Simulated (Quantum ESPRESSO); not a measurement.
**Aluminum (Fm-3m): phonons by linear response**

How does Aluminum (Fm-3m) vibrate, and is this structure a minimum?

Calculated with Quantum ESPRESSO 7.5; DFT LDA, scalar-relativistic, plane waves, PseudoDojo norm-conserving pseudopotentials.

## Step 1: Starting point

The structure is cubic, space group Fm-3m (No. 225). Conventional cell: a = 4.050 Å, b = 4.050 Å, c = 4.050 Å, α = 90.00°, β = 90.00°, γ = 90.00°. Al has 12 Al at 2.86 Å nearest.

## Step 2: A first look

Before anything dear is run, a loose run with smearing shows whether this is a metal and how far the cell is from rest.

probe.in

```
&CONTROL
  calculation = 'scf'
  prefix      = 'x'
  outdir      = './tmp'
  pseudo_dir  = './pseudo'
  tprnfor     = .true.
  tstress     = .true.
  verbosity   = 'high'
/
&SYSTEM
  ibrav       = 0
  nat         = 1
  ntyp        = 1
  ecutwfc     = 44.0
  occupations = 'smearing'
  smearing    = 'gaussian'
  degauss     = 0.01
/
&ELECTRONS
  conv_thr         = 1.0d-07
  mixing_beta      = 0.7
  electron_maxstep = 100
/
ATOMIC_SPECIES
 Al     26.9815  Al.upf
CELL_PARAMETERS angstrom
     0.000000000    2.024805000    2.024805000
     2.024805000    0.000000000    2.024805000
     2.024805000    2.024805000    0.000000000
ATOMIC_POSITIONS crystal
 Al     0.000000000   0.000000000   0.000000000
K_POINTS automatic
 8 8 8 0 0 0
```

Launch:

```console
OMP_NUM_THREADS=1 mpirun -n 4 pw.x -nk 4 -in probe.in > probe.out
```

The program printed:

```text
[banners, grids, parts of the stress and lines that vanish by symmetry left out]
Program PWSCF v.7.5
     Message from routine setup:
     using ibrav=0 with symmetry is DISCOURAGED, use correct ibrav instead
[...]
kinetic-energy cutoff     =      44.0000  Ry
     charge density cutoff     =     176.0000  Ry
     scf convergence threshold =      1.0E-07
[...]
Exchange-correlation= SLA  PW   NOGX NOGC
                           (   1   4   0   0   0   0   0)
[...]
48 Sym. Ops., with inversion, found
[...]
(     0          1          0      )
                  (     0          0          1      )
[...]
( -0.0000000  1.0000000  0.0000000 )
                  ( -0.0000000  0.0000000  1.0000000 )
[...]
(     1          0         -1      )
                  (     0          0         -1      )
[...]
(  1.0000000 -0.0000000 -0.0000000 )
                  (  0.0000000 -1.0000000 -0.0000000 )
[...]
(    -1          1          0      )
                  (     0          1         -1      )
[...]
( -1.0000000  0.0000000 -0.0000000 )
                  ( -0.0000000  1.0000000 -0.0000000 )
[...]
number of k points=    29  Gaussian smearing, width (Ry)=  0.0100
[...]
End of self-consistent calculation
[...]
the Fermi energy is     7.6855 ev
!    total energy              =      -4.72526795 Ry
[...]
convergence has been achieved in   4 iterations
[...]
atom    1 type  1   force =     0.00000000    0.00000000    0.00000000
[...]
Total force =     0.000000     Total SCF correction =     0.000000
[...]
total   stress  (Ry/bohr**3)                   (kbar)     P=      -39.68
[...]
XML data file, charge density, pseudopotentials, collected wavefunctions

   JOB DONE.
```

Elapsed: 3.7 s, on 4 MPI ranks of Intel Xeon at 2.70GHz, shared host.

Read from the output:

```
volume per atom   : 16.60 Å³
pressure          : -3.968 GPa
gap on the k-mesh : 0 eV
```

No gap opens on this mesh, so smearing is kept; the start stands at -4.0 GPa.

## Step 3: Relaxation

The relaxation runs at a cutoff a fifth above that of the response, since stress converges more slowly with the basis than frequencies do. Forces and stress are brought to rest with tight thresholds.

relax.in

```
&CONTROL
  calculation   = 'vc-relax'
  prefix        = 'x'
  outdir        = './tmp'
  pseudo_dir    = './pseudo'
  tprnfor       = .true.
  tstress       = .true.
  forc_conv_thr = 2.0d-05
  etot_conv_thr = 1.0d-07
  nstep         = 40
/
&SYSTEM
  ibrav       = 0
  nat         = 1
  ntyp        = 1
  ecutwfc     = 53
  occupations = 'smearing'
  smearing    = 'mv'
  degauss     = 0.02
/
&ELECTRONS
  conv_thr         = 1.0d-11
  mixing_beta      = 0.7
  electron_maxstep = 100
/
&IONS
/
&CELL
  press_conv_thr = 0.2
/
ATOMIC_SPECIES
 Al     26.9815  Al.upf
CELL_PARAMETERS angstrom
     0.000000000    2.024805000    2.024805000
     2.024805000    0.000000000    2.024805000
     2.024805000    2.024805000    0.000000000
ATOMIC_POSITIONS crystal
 Al     0.000000000   0.000000000   0.000000000
K_POINTS automatic
 16 16 16 0 0 0
```

Launch:

```console
OMP_NUM_THREADS=1 mpirun -n 4 pw.x -nk 4 -in relax.in > relax.out
```

The program printed:

```text
[banners, grids, parts of the stress and lines that vanish by symmetry left out]
[banner, memory and clock lines left out]
Program PWSCF v.7.5

[...]
kinetic-energy cutoff     =      53.0000  Ry
     charge density cutoff     =     212.0000  Ry
     scf convergence threshold =      1.0E-11
[...]
energy convergence thresh.=      1.0E-07
     force convergence thresh. =      2.0E-05
     press convergence thresh. =      2.0E-01
     Exchange-correlation= SLA  PW   NOGX NOGC
                           (   1   4   0   0   0   0   0)
[...]
48 Sym. Ops., with inversion, found
[...]
number of k points=   145  Marzari-Vanderbilt smearing, width (Ry)=  0.0200
[...]
End of self-consistent calculation
[...]
the Fermi energy is     7.6819 ev
!    total energy              =      -4.72590957 Ry
[...]
convergence has been achieved in   6 iterations
[...]
atom    1 type  1   force =     0.00000000    0.00000000    0.00000000
     Total force =     0.000000     Total SCF correction =     0.000000
[...]
total   stress  (Ry/bohr**3)                   (kbar)     P=      -39.53
[...]
number of bfgs steps    =   0
[...]
CELL_PARAMETERS (angstrom)
[...]
ATOMIC_POSITIONS (crystal)
Al               0.0000000000        0.0000000000        0.0000000000
[...]
New effective cutoffs (rho, wfc):  213.18   53.71
[...]
End of self-consistent calculation
[...]
the Fermi energy is     7.8918 ev
!    total energy              =      -4.72640882 Ry
[...]
convergence has been achieved in   4 iterations
[...]
atom    1 type  1   force =     0.00000000    0.00000000    0.00000000
     Total force =     0.000000     Total SCF correction =     0.000000
[...]
total   stress  (Ry/bohr**3)                   (kbar)     P=      -25.69
[...]
number of bfgs steps    =   1
[...]
CELL_PARAMETERS (angstrom)
[...]
ATOMIC_POSITIONS (crystal)
Al               0.0000000000        0.0000000000        0.0000000000
[...]
New effective cutoffs (rho, wfc):  217.57   54.81
[...]
End of self-consistent calculation
[...]
the Fermi energy is     8.2140 ev
!    total energy              =      -4.72672814 Ry
[...]
convergence has been achieved in   5 iterations
[...]
atom    1 type  1   force =     0.00000000    0.00000000    0.00000000
     Total force =     0.000000     Total SCF correction =     0.000000
[...]
total   stress  (Ry/bohr**3)                   (kbar)     P=       -2.02
[...]
number of bfgs steps    =   2
[...]
CELL_PARAMETERS (angstrom)
[...]
ATOMIC_POSITIONS (crystal)
Al               0.0000000000        0.0000000000        0.0000000000
[...]
New effective cutoffs (rho, wfc):  217.94   54.91
[...]
End of self-consistent calculation
[...]
the Fermi energy is     8.2412 ev
!    total energy              =      -4.72672990 Ry
[...]
convergence has been achieved in   4 iterations
[...]
atom    1 type  1   force =     0.00000000    0.00000000    0.00000000
     Total force =     0.000000     Total SCF correction =     0.000000
[...]
total   stress  (Ry/bohr**3)                   (kbar)     P=        0.13
[...]
number of bfgs steps    =   3
[...]
CELL_PARAMETERS (angstrom)
[...]
ATOMIC_POSITIONS (crystal)
Al               0.0000000000        0.0000000000        0.0000000000
[...]
New effective cutoffs (rho, wfc):  217.92   54.90
[...]
End of self-consistent calculation
[...]
the Fermi energy is     8.2396 ev
!    total energy              =      -4.72672991 Ry
[...]
convergence has been achieved in   3 iterations
[...]
atom    1 type  1   force =     0.00000000    0.00000000    0.00000000
     Total force =     0.000000     Total SCF correction =     0.000000
[...]
total   stress  (Ry/bohr**3)                   (kbar)     P=       -0.00
[...]
bfgs converged in   5 scf cycles and   4 bfgs steps
[...]
End of BFGS Geometry Optimization
     Final enthalpy           =      -4.7267299075 Ry
     File ./tmp/x.bfgs deleted, as requested
[...]
CELL_PARAMETERS (angstrom)
[...]
ATOMIC_POSITIONS (crystal)
Al               0.0000000000        0.0000000000        0.0000000000
[...]
Final scf calculation at the relaxed structure.
[...]
kinetic-energy cutoff     =      53.0000  Ry
     charge density cutoff     =     212.0000  Ry
     scf convergence threshold =      1.0E-13
[...]
press convergence thresh. =      2.0E-01
     Exchange-correlation= SLA  PW   NOGX NOGC
                           (   1   4   0   0   0   0   0)
[...]
48 Sym. Ops., with inversion, found
[...]
number of k points=   145  Marzari-Vanderbilt smearing, width (Ry)=  0.0200
[...]
c_bands:  4 eigenvalues not converged
     c_bands:  2 eigenvalues not converged
     c_bands:  3 eigenvalues not converged
     c_bands:  1 eigenvalues not converged
[...]
c_bands:  3 eigenvalues not converged
[...]
c_bands:  1 eigenvalues not converged
[...]
End of self-consistent calculation
[...]
the Fermi energy is     8.2397 ev
!    total energy              =      -4.72672793 Ry
[...]
convergence has been achieved in   7 iterations
[...]
atom    1 type  1   force =     0.00000000    0.00000000    0.00000000
     Total force =     0.000000     Total SCF correction =     0.000000
[...]
total   stress  (Ry/bohr**3)                   (kbar)     P=       -0.02
[...]
XML data file, charge density, pseudopotentials, collected wavefunctions
```

The job ended after 9.8 s (4 MPI ranks).

Step by step:

| step | energy less that of the first step (eV) | largest force (eV/Å) | pressure (GPa) | volume (Å³) |
| --- | --- | --- | --- | --- |
| 1 | 0.0000 | 0.0000 | -3.95 | 16.60 |
| 2 | -0.0068 | 0.0000 | -2.57 | 16.27 |
| 3 | -0.0111 | 0.0000 | -0.20 | 15.78 |
| 4 | -0.0112 | 0.0000 | 0.01 | 15.74 |
| 5 | -0.0112 | 0.0000 | 0.00 | 15.74 |
| 6 | -0.0111 | 0.0000 | 0.00 | 15.74 |

| conventional cell, symmetrised | before | after | change |
| --- | --- | --- | --- |
| a (Å) | 4.050 | 3.978 | -1.8 % |
| b (Å) | 4.050 | 3.978 | -1.8 % |
| c (Å) | 4.050 | 3.978 | -1.8 % |
| volume (Å³/atom) | 16.60 | 15.74 | -5.2 % |

Final coordinates:

```cif
data_structure
_symmetry_space_group_name_H-M 'P 1'
_symmetry_Int_Tables_number 1
_cell_length_a 2.8132
_cell_length_b 2.8132
_cell_length_c 2.8132
_cell_angle_alpha 60.000
_cell_angle_beta 60.000
_cell_angle_gamma 60.000
_cell_volume 15.74
loop_
_atom_site_label
_atom_site_type_symbol
_atom_site_fract_x
_atom_site_fract_y
_atom_site_fract_z
_atom_site_occupancy
Al1 Al 0.00000 0.00000 0.00000 1
```

The last row of the table of steps is pw.x's closing run on a basis chosen anew for the final cell, so its energy can jump.

This step gave:

| Property | Result |
| --- | --- |
| volume per atom | 15.74 Å³ |
| pressure | -0.002 GPa |

The volume changes by -5.2 % from the cell with which this run began.

## Step 4: Ground state

The response is built on this ground state, so it is converged far tighter than an energy would need. Smearing stays on, as the first look found no gap above 0.3 eV.

scf.in

```
&CONTROL
  calculation = 'scf'
  prefix      = 'x'
  outdir      = './tmp'
  pseudo_dir  = './pseudo'
  tprnfor     = .true.
  tstress     = .true.
/
&SYSTEM
  ibrav       = 0
  nat         = 1
  ntyp        = 1
  ecutwfc     = 44.0
  occupations = 'smearing'
  smearing    = 'mv'
  degauss     = 0.02
/
&ELECTRONS
  conv_thr         = 1.0d-12
  mixing_beta      = 0.7
  electron_maxstep = 100
/
ATOMIC_SPECIES
 Al     26.9815  Al.upf
CELL_PARAMETERS angstrom
     0.000000000    1.989201258    1.989201258
     1.989201258    0.000000000    1.989201258
     1.989201258    1.989201258    0.000000000
ATOMIC_POSITIONS crystal
 Al     0.000000000   0.000000000   0.000000000
K_POINTS automatic
 16 16 16 0 0 0
```

Launch:

```console
OMP_NUM_THREADS=1 mpirun -n 4 pw.x -nk 4 -in scf.in > scf.out
```

The program printed:

```text
[banners, grids, parts of the stress and lines that vanish by symmetry left out]
[banner, memory and clock lines left out]
Program PWSCF v.7.5

[...]
kinetic-energy cutoff     =      44.0000  Ry
     charge density cutoff     =     176.0000  Ry
     scf convergence threshold =      1.0E-12
[...]
Exchange-correlation= SLA  PW   NOGX NOGC
                           (   1   4   0   0   0   0   0)
[...]
48 Sym. Ops., with inversion, found
[...]
number of k points=   145  Marzari-Vanderbilt smearing, width (Ry)=  0.0200
[...]
End of self-consistent calculation
[...]
the Fermi energy is     8.2399 ev
!    total energy              =      -4.72670058 Ry
[...]
convergence has been achieved in   6 iterations
[...]
atom    1 type  1   force =     0.00000000    0.00000000    0.00000000
     Total force =     0.000000     Total SCF correction =     0.000000
[...]
total   stress  (Ry/bohr**3)                   (kbar)     P=        0.07
[...]
XML data file, charge density, pseudopotentials, collected wavefunctions
```

Elapsed: 5.5 s, on 4 MPI ranks; 16 s of CPU time.

This step gave:

```yaml
pressure: 0.007000 GPa
```

The cell stands at 0.0070 GPa, close enough for phonons.

(Part 1 of 3 ends here.)

[Host names and launcher messages were left out of these logs when they were recorded.]

[Logs are printed without paths, hosts, clocks, repeated set-up lines and the standing remarks that a program may print on its own settings, such as how far it seeks lower states.]

[Hosts, paths, dates, database ids (printed as entryN), source tags and the programs' standing remarks are cut or masked in the printed files.]
